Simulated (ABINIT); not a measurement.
## InF (Pm-3m): from the cell to the phonon bands

How does InF (Pm-3m) vibrate, and is this structure a minimum?

Program: ABINIT 10.8.3. Level of theory: DFT PBEsol, scalar-relativistic, plane waves, PseudoDojo norm-conserving pseudopotentials. Results are calculated unless marked as measured.

This is a report of a sequence of runs, with most program output left out.

The structure was built from a prototype and need not be the compound's stable phase.

### Step 1. The starting structure

Symmetry: Pm-3m, No. 221, cubic system. The conventional cell has a = 3.158 Å, b = 3.158 Å, c = 3.158 Å, α = 90.00°, β = 90.00°, γ = 90.00°. Nearest to In lie 8 F at 2.74 Å. Nearest to F lie 8 In at 2.74 Å. Farther neighbours and most contacts between anions are not listed.

Coordinates:

```cif
data_structure
_symmetry_space_group_name_H-M 'Pm-3m'
_symmetry_Int_Tables_number 221
_cell_length_a 3.1583
_cell_length_b 3.1583
_cell_length_c 3.1583
_cell_angle_alpha 90.000
_cell_angle_beta 90.000
_cell_angle_gamma 90.000
_cell_volume 31.50
loop_
_atom_site_label
_atom_site_type_symbol
_atom_site_symmetry_multiplicity
_atom_site_Wyckoff_symbol
_atom_site_fract_x
_atom_site_fract_y
_atom_site_fract_z
_atom_site_occupancy
In1 In 1 a 0.00000 0.00000 0.00000 1
F1 F 1 b 0.50000 0.50000 0.50000 1
```

### Step 2. A first look

A first run with smearing and empty bands tells whether the crystal has a gap, which decides between fixed occupations and smearing later on.

Contents of probe.abi:

```
# ground state
tolvrs 1.0d-08
prtden 1
prtwf 1
prtpot 1

# basis, mesh and filling
ecut 36.0
ngkpt 6 6 6
nshiftk 1
shiftk 0.0 0.0 0.0
istwfk *1
occopt 7
tsmear 0.005
nband 17
nstep 100
diemac 9.0
prtebands 0
prtgsr 0
useylm 1

# cell and atoms
acell 3*1.0 Angstrom
rprim 
    3.15834 0.0 0.0
    0.0 3.15834 0.0
    0.0 0.0 3.15834
ntypat 2
znucl 49 9
natom 2
typat 1 2
xred 
    0.0 0.0 0.0
    0.5 0.5 0.5
pp_dirpath "./pseudo"
pseudos "In.upf, F.upf"
```

Started as:

```sh
$ OMP_NUM_THREADS=1 mpirun -n 2 abinit probe.abi > probe.log
```

Wall time 24 s (2 MPI ranks of Intel Xeon at 2.70GHz, shared host); 47 s of CPU time.

Read from the output:

| Quantity | Value |
| --- | --- |
| volume per atom | 15.75 Å³ |
| pressure | 6.385 GPa |
| gap on the k-mesh | 0 eV |

No gap opens on this mesh, so smearing is kept; the printed pressure holds the stress of the finite basis too.

### Step 3. Rough relaxation

The typed start is rough, so a first relaxation with smearing and loose thresholds takes it towards rest cheaply.

Contents of prerelax.abi:

```
# relaxation
ionmov 2
optcell 2
dilatmx 1.15
chkdilatmx 0
ntime 40
tolmxf 3.0d-04
tolvrs 1.0d-10
prtwf 0
prtden 0
chksymtnons 0

# basis, mesh and filling
ecut 36.0
ecutsm 3.0
ngkpt 6 6 6
nshiftk 1
shiftk 0.0 0.0 0.0
istwfk *1
occopt 7
tsmear 0.005
nband 17
nstep 100
diemac 1000000.0
prtebands 0
prtgsr 0
useylm 1

# cell and atoms
acell 3*1.0 Angstrom
rprim 
    3.15834 0.0 0.0
    0.0 3.15834 0.0
    0.0 0.0 3.15834
ntypat 2
znucl 49 9
natom 2
typat 1 2
xred 
    0.0 0.0 0.0
    0.5 0.5 0.5
pp_dirpath "./pseudo"
pseudos "In.upf, F.upf"
```

Started as:

```sh
$ OMP_NUM_THREADS=1 mpirun -n 2 abinit prerelax.abi > prerelax.log
```

Run time: 2 min. Hardware: 2 MPI ranks; 3.9 min of CPU time.

Relaxation path:

```
step  energy less that of the first step (eV)  largest force (eV/Å)  volume (Å³)
   1                                   0.0000                0.0000        31.50
   2                                  -0.0273                0.0000        32.20
   3                                  -0.0715                0.0000        34.59
   4                                  -0.0729                0.0000        35.09
```

```
conventional cell, symmetrised  before  after   change
                         a (Å)   3.158  3.274   +3.7 %
                         b (Å)   3.158  3.274   +3.7 %
                         c (Å)   3.158  3.274   +3.7 %
              volume (Å³/atom)   15.75  17.55  +11.4 %
```

Final coordinates:

```xyz
2
Lattice="3.2739 0.0000 0.0000 0.0000 3.2739 0.0000 0.0000 0.0000 3.2739" Properties=species:S:1:pos:R:3 pbc="T T T"
In    0.0000    0.0000    0.0000
F     1.6369    1.6369    1.6369
```

Numbers from this step:

```yaml
volume_per_atom: 17.55 Å³
pressure: 0.08798 GPa
```

The volume changes by +11.4 % in this run and stands +11.4 % from the first cell.

### Step 4. Relaxing the cell and atoms

The harmonic expansion needs vanishing forces, and a free crystal bears no stress, so cell and atoms are brought to rest. Stress is more sensitive to the basis than forces are: the last 3 Ha under the cutoff are smoothed with ecutsm, and the cutoff is raised above that of the later runs.

Contents of relax.abi:

```
# relaxation
ionmov 2
optcell 2
dilatmx 1.08
ntime 40
tolmxf 1.0d-05
tolvrs 1.0d-14
prtwf 0
prtden 0
chksymtnons 0

# basis, mesh and filling
ecut 44.0
ecutsm 3.0
ngkpt 8 8 8
nshiftk 1
shiftk 0.0 0.0 0.0
istwfk *1
occopt 7
tsmear 0.01
nband 17
nstep 100
diemac 1000000.0
prtebands 0
prtgsr 0
useylm 1

# cell and atoms
acell 3*1.0 Angstrom
rprim 
    3.273894314 0.0 0.0
    0.0 3.273894314 0.0
    0.0 0.0 3.273894314
ntypat 2
znucl 49 9
natom 2
typat 1 2
xred 
    0.0 0.0 0.0
    0.5 0.5 0.5
pp_dirpath "./pseudo"
pseudos "In.upf, F.upf"
```

Started as:

```sh
$ OMP_NUM_THREADS=1 mpirun -n 2 abinit relax.abi > relax.log
```

Wall time 2.5 min (2 MPI ranks); 5.1 min of CPU time.

Little changed from the start: no atom moved by 0.005 Å and no cell edge by 0.1 %.

Read from the output:

```yaml
volume_per_atom: 17.51 Å³
pressure: 3.61e-4 GPa
```

The volume changes by -0.2 % in this run and stands +11.1 % from the first cell.

### Step 5. Ground state

The response is built on these wavefunctions, so the potential is converged far more tightly than an energy would need. Smearing stays on, as the first look found no gap above 0.3 eV.

Contents of gs.abi:

```
# ground state
tolvrs 1.0d-16
prtden 1
prtwf 1
prtpot 1

# basis, mesh and filling
ecut 36.0
ngkpt 8 8 8
nshiftk 1
shiftk 0.0 0.0 0.0
istwfk *1
occopt 7
tsmear 0.01
nband 17
nstep 100
diemac 1000000.0
prtebands 0
prtgsr 0
useylm 1

# cell and atoms
acell 3*1.0 Angstrom
rprim 
    3.271521113 0.0 0.0
    0.0 3.271521113 0.0
    0.0 0.0 3.271521113
ntypat 2
znucl 49 9
natom 2
typat 1 2
xred 
    0.0 0.0 0.0
    0.5 0.5 0.5
pp_dirpath "./pseudo"
pseudos "In.upf, F.upf"
```

Started as:

```sh
$ OMP_NUM_THREADS=1 mpirun -n 2 abinit gs.abi > gs.log
```

It took 40 s on 2 MPI ranks.

Read from the output:

- pressure: -0.7097 GPa

The cell stands at -0.71 GPa: the relaxation ran with a smoothed and higher cutoff, and the difference is a stress of the finite basis.

### Step 6. Zone-centre response

At q = 0 one unit cell holds all displacements. The response is solved for single atoms along the cell's directions, and symmetry skips those that follow from others. The crystal is treated as a metal, which screens a static field, so no field response is asked.

Contents of dfpt_gamma.abi:

```

# common to the responses
getwfk_filepath "gso_WFK"
kptopt 2
nqpt 1
qpt 0.0 0.0 0.0
asr 0
chneut 0

# displacements
rfphon 1
rfatpol 1 2
rfdir 1 1 1
tolvrs 1.0d-10
prtwf 0

# basis, mesh and filling
ecut 36.0
ngkpt 8 8 8
nshiftk 1
shiftk 0.0 0.0 0.0
istwfk *1
occopt 7
tsmear 0.01
nband 17
nstep 100
diemac 1000000.0
prtebands 0
prtgsr 0
useylm 1

# cell and atoms
acell 3*1.0 Angstrom
rprim 
    3.271521113 0.0 0.0
    0.0 3.271521113 0.0
    0.0 0.0 3.271521113
ntypat 2
znucl 49 9
natom 2
typat 1 2
xred 
    0.0 0.0 0.0
    0.5 0.5 0.5
pp_dirpath "./pseudo"
pseudos "In.upf, F.upf"
```

Started as:

```sh
$ OMP_NUM_THREADS=1 mpirun -n 2 abinit dfpt_gamma.abi > dfpt_gamma.log
```

The job ended after 2.1 min (2 MPI ranks; 4.1 min of CPU time).

This step gave:

| Property | Result |
| --- | --- |
| largest acoustic frequency at the zone centre before the sum rule | -3.6 cm⁻¹ |
| highest optical zone-centre mode (no LO-TO term) | -113.8 cm⁻¹ |
| lowest optical zone-centre mode | -113.8 cm⁻¹ |

The acoustic modes at Γ come out as far as 3.6 cm⁻¹ from zero, where they should vanish, a small numerical error. The lowest optical mode is imaginary, 114i cm⁻¹, an instability at this level and on this k mesh.

### Step 7. Self-consistent run for the response

Scaled from the time of the run at Γ, the full q mesh would overrun the time at hand on this k mesh, so the ground state is made again on a coarser one.

Changes to gs.abi since step 5:

```diff
@@ -8,3 +8,3 @@
 ecut 36.0
-ngkpt 8 8 8
+ngkpt 4 4 4
 nshiftk 1
```

Started as:

```sh
$ OMP_NUM_THREADS=1 mpirun -n 2 abinit gs.abi > gs.log
```

It took 12 s on 2 MPI ranks.

This step gave:

```yaml
pressure: -0.4040 GPa
```

### Step 8. Linear response at Γ

The zone centre is solved again, so that all wavevectors share one k mesh.

Changes to dfpt_gamma.abi since step 6:

```diff
@@ -18,3 +18,3 @@
 ecut 36.0
-ngkpt 8 8 8
+ngkpt 4 4 4
 nshiftk 1
```

Started as:

```sh
$ OMP_NUM_THREADS=1 mpirun -n 2 abinit dfpt_gamma.abi > dfpt_gamma.log
```

Run time: 29 s. Hardware: 2 MPI ranks; 57 s of CPU time.

This step gave:

```
largest acoustic frequency at the zone centre before the sum rule : -3.04 cm⁻¹
highest optical zone-centre mode (no LO-TO term)                  : -114.8 cm⁻¹
lowest optical zone-centre mode                                   : -114.8 cm⁻¹
```

The acoustic modes at Γ come out as far as 3.0 cm⁻¹ from zero, where they should vanish, a small numerical error. The lowest optical mode is imaginary, 115i cm⁻¹, an instability at this level and on this k mesh.

### Step 9. Phonons on a q mesh

Linear response treats each wavevector in the unit cell, with no supercell; the 4×4×4 mesh fixes the range of the force constants to be had.

Contents of dfpt_q.abi:

```
ndtset 9

# wavevectors
qpt1 0.25 0.0 0.0
qpt2 0.5 0.0 0.0
qpt3 0.25 0.25 0.0
qpt4 0.5 0.25 0.0
qpt5 0.5 0.5 0.0
qpt6 0.25 0.25 0.25
qpt7 0.5 0.25 0.25
qpt8 0.5 0.5 0.25
qpt9 0.5 0.5 0.5

# displacements
getwfk_filepath "gso_WFK"
getwfq_filepath "gso_WFK"
kptopt 3
nqpt 1
rfphon 1
rfatpol 1 2
rfdir 1 1 1
tolvrs 1.0d-10
prtwf 0

# basis, mesh and filling
ecut 36.0
ngkpt 4 4 4
nshiftk 1
shiftk 0.0 0.0 0.0
istwfk *1
occopt 7
tsmear 0.01
nband 17
nstep 100
diemac 1000000.0
prtebands 0
prtgsr 0
useylm 1

# cell and atoms
acell 3*1.0 Angstrom
rprim 
    3.271521113 0.0 0.0
    0.0 3.271521113 0.0
    0.0 0.0 3.271521113
ntypat 2
znucl 49 9
natom 2
typat 1 2
xred 
    0.0 0.0 0.0
    0.5 0.5 0.5
pp_dirpath "./pseudo"
pseudos "In.upf, F.upf"
```

Started as:

```sh
$ OMP_NUM_THREADS=1 mpirun -n 2 abinit dfpt_q.abi > dfpt_q.log
```

Elapsed: 26 min, on 2 MPI ranks; 52 min of CPU time.

This step gave:

```
lowest mode on the q mesh (acoustic ones at the zone centre apart) : -121 cm⁻¹
```

Frequencies (cm⁻¹) before the sum rule at the irreducible wavevectors but Γ, which is solved apart; negative means imaginary. Frequencies by wavevector:

```
 q (fractions)  star  mode 1  mode 2  mode 3  mode 4  mode 5  mode 6
      0.25 0 0     6  -73.26  -73.26   31.74   31.74   81.05   211.9
       0.5 0 0     3   -56.5   -56.5   87.76   87.76   125.4   227.6
   0.25 0.25 0    12  -106.6  -64.38    52.6   55.02   80.92   170.4
    0.5 0.25 0    12  -62.87   27.56   32.23   83.69     103   107.4
     0.5 0.5 0     3    -121    -121  -67.33   81.78   81.78   83.76
0.25 0.25 0.25     8   20.31   20.31   51.06   51.06   61.96     107
 0.5 0.25 0.25    12  -43.07  -42.12  -11.02   54.27   92.92   123.1
  0.5 0.5 0.25     6  -28.24   52.82   52.82   75.23   75.23   117.5
   0.5 0.5 0.5     1      66      66      66   139.4   139.4   139.4
```

### Step 10. Dispersion

anaddb transforms the dynamical matrices to force constants and back along the path; points of the mesh come back as solved, but for the sum rule and, in polar crystals, the LO-TO term at Γ; the rest is interpolation.

Contents of anaddb.abi:

```
ddb_filepath "all_DDB"
output_file "anaddb.abo"
outdata_prefix "anaddb"
ifcflag 1
ngqpt 4 4 4
nqshft 1
q1shft 0.0 0.0 0.0
asr 1
chneut 0
dipdip 0
dipquad 0
quadquad 0
enunit 0
eivec 0
nph1l 62
qph1l 
    0.0 0.0 0.0 1.0
    0.0 0.05 0.0 1.0
    0.0 0.1 0.0 1.0
    0.0 0.15 0.0 1.0
    0.0 0.2 0.0 1.0
    0.0 0.25 0.0 1.0
    0.0 0.3 0.0 1.0
    0.0 0.35 0.0 1.0
    0.0 0.4 0.0 1.0
    0.0 0.45 0.0 1.0
    0.0 0.5 0.0 1.0
    0.05 0.5 0.0 1.0
    0.1 0.5 0.0 1.0
    0.15 0.5 0.0 1.0
    0.2 0.5 0.0 1.0
    0.25 0.5 0.0 1.0
    0.3 0.5 0.0 1.0
    0.35 0.5 0.0 1.0
    0.4 0.5 0.0 1.0
    0.45 0.5 0.0 1.0
    0.5 0.5 0.0 1.0
    0.45 0.45 0.0 1.0
    0.4 0.4 0.0 1.0
    0.35 0.35 0.0 1.0
    0.3 0.3 0.0 1.0
    0.25 0.25 0.0 1.0
    0.2 0.2 0.0 1.0
    0.15 0.15 0.0 1.0
    0.1 0.1 0.0 1.0
    0.05 0.05 0.0 1.0
    0.0 0.0 0.0 1.0
    0.05 0.05 0.05 1.0
    0.1 0.1 0.1 1.0
    0.15 0.15 0.15 1.0
    0.2 0.2 0.2 1.0
    0.25 0.25 0.25 1.0
    0.3 0.3 0.3 1.0
    0.35 0.35 0.35 1.0
    0.4 0.4 0.4 1.0
    0.45 0.45 0.45 1.0
    0.5 0.5 0.5 1.0
    0.45 0.5 0.45 1.0
    0.4 0.5 0.4 1.0
    0.35 0.5 0.35 1.0
    0.3 0.5 0.3 1.0
    0.25 0.5 0.25 1.0
    0.2 0.5 0.2 1.0
    0.15 0.5 0.15 1.0
    0.1 0.5 0.1 1.0
    0.05 0.5 0.05 1.0
    0.0 0.5 0.0 1.0
    0.5 0.5 0.5 1.0
    0.5 0.5 0.45 1.0
    0.5 0.5 0.4 1.0
    0.5 0.5 0.35 1.0
    0.5 0.5 0.3 1.0
    0.5 0.5 0.25 1.0
    0.5 0.5 0.2 1.0
    0.5 0.5 0.15 1.0
    0.5 0.5 0.1 1.0
    0.5 0.5 0.05 1.0
    0.5 0.5 0.0 1.0
```

Contents of mrgddb.in:

```
all_DDB
merged
10
dfpt_gammao_DDB
dfpt_qo_DS1_DDB
dfpt_qo_DS2_DDB
dfpt_qo_DS3_DDB
dfpt_qo_DS4_DDB
dfpt_qo_DS5_DDB
dfpt_qo_DS6_DDB
dfpt_qo_DS7_DDB
dfpt_qo_DS8_DDB
dfpt_qo_DS9_DDB
```

Started as:

```sh
$ mrgddb < mrgddb.in > mrgddb.log
$ OMP_NUM_THREADS=1 anaddb anaddb.abi > anaddb.log
```

Run time: 0.69 s. Hardware: 1 thread.

This step gave:

* lowest frequency on the path: -126.3 cm⁻¹

Anaddb. The phonon branches at the labelled points (cm⁻¹):

```
    point  branch 1  branch 2  branch 3  branch 4  branch 5  branch 6
        Γ      -115      -115      -115         0         0         0
  halfway       -73       -73        31        31        81       212
        X       -56       -56        87        87       126       227
  halfway       -63        26        32        83       103       108
        M      -121      -121       -67        82        82        83
  halfway      -107       -64        52        55        81       170
        Γ      -115      -115      -115         0         0         0
  halfway        20        20        51        51        62       107
        R        66        66        66       139       139       139
  halfway       -44       -43       -10        54        93       123
        X       -56       -56        87        87       126       227
jump to R        66        66        66       139       139       139
  halfway       -28        52        52        75        75       117
        M      -121      -121       -67        82        82        83
```

The path dips to 126i cm⁻¹.

### Step 11. Sums over the zone

Sums over the zone need many more wavevectors than were solved, so the interpolation is sampled on a dense mesh.

Contents of anaddb.abi:

```
ddb_filepath "all_DDB"
output_file "anaddb.abo"
outdata_prefix "anaddb"
ifcflag 1
ngqpt 4 4 4
nqshft 1
q1shft 0.0 0.0 0.0
asr 1
chneut 0
dipdip 0
dipquad 0
quadquad 0
prtdos 2
ng2qpt 14 14 14
dosdeltae 4.5563e-06
ntemper 11
temperinc 100.0
tempermin 0.0
```

Started as:

```sh
$ OMP_NUM_THREADS=1 anaddb anaddb.abi > anaddb.log
```

It took 0.85 s on 1 thread.

Numbers from this step:

| Quantity | Value |
| --- | --- |
| share of modes beyond 3i cm⁻¹ on the dense interpolated mesh | 0.3223 |

The phonon density of states has structure finer than the step of the table below, so its rows give means over 10 cm⁻¹, whole bins alone (the curve runs from -151 to 257 cm⁻¹). Peaks (cm⁻¹: height): -57.4: 0.0490, 44.6: 0.0333, 70.6: 0.0535, 84.6: 0.053.

Tetrahedra. The phonon density of states by wavenumber; means over each step:

```
wavenumber (cm⁻¹)  phonon density of states (1/cm⁻¹/cell)
             -140                                       0
             -130                                  7.9e-6
             -120                                 0.00240
             -110                                 0.00667
             -100                                 0.00913
              -90                                  0.0131
              -80                                  0.0205
              -70                                  0.0246
              -60                                  0.0433
              -50                                  0.0308
              -40                                  0.0176
              -30                                 0.00982
              -20                                 0.00729
              -10                                 0.00672
                0                                 0.00701
               10                                 0.00768
               20                                  0.0108
               30                                  0.0215
               40                                  0.0290
               50                                  0.0278
               60                                  0.0341
               70                                  0.0479
               80                                  0.0452
               90                                  0.0473
              100                                  0.0303
              110                                  0.0271
              120                                  0.0194
              130                                  0.0112
              140                                 0.00604
              150                                 0.00571
              160                                 0.00622
              170                                 0.00642
              180                                 0.00500
              190                                 0.00396
              200                                 0.00320
              210                                 0.00255
              220                                 0.00233
              230                                  8.9e-4
              240                                  1.7e-5
              250                                       0
```

### Step 12. Outcome

* space group after relaxation: Pm-3m
* volume per atom: 17.5 Å³
* highest optical zone-centre mode (no LO-TO term): -113.8 cm⁻¹
* q mesh: 4×4×4
* lowest mode on the q mesh (acoustic ones at the zone centre apart): -121 cm⁻¹
* imaginary modes on the q mesh: yes

In words: InF (Pm-3m) is unstable: a mode solved on the 4×4×4 mesh is imaginary, 121i cm⁻¹; its spectrum reaches 237 cm⁻¹. At the PBEsol level the optical modes of InF (Pm-3m) at the zone centre lie at 114i cm⁻¹, so the structure is a saddle point, with 3 modes beyond 10i cm⁻¹ there. The base run prints -0.40 GPa, mostly the error of a finite basis; the relaxation, with a smoothed and higher cutoff, had brought the cell to rest. The most unstable solved mode lies at q = (0.5, 0.5, 0), on the zone boundary, so the distortion that it points to doubles the cell. These are harmonic frequencies at zero temperature: anharmonic shifts and linewidths and thermal expansion are left out. In a metal the frequencies hang on the k mesh and the smearing, most of all near Kohn anomalies. The structure is a hypothetical one, built on a prototype.

[Host names and launcher messages were left out of these logs when they were recorded.]

[Logs are printed without paths, hosts, clocks, repeated set-up lines and the standing remarks that a program may print on its own settings, such as how far it seeks lower states.]

[Hosts, paths, dates, database ids (printed as entryN), source tags and the programs' standing remarks are cut or masked in the printed files.]
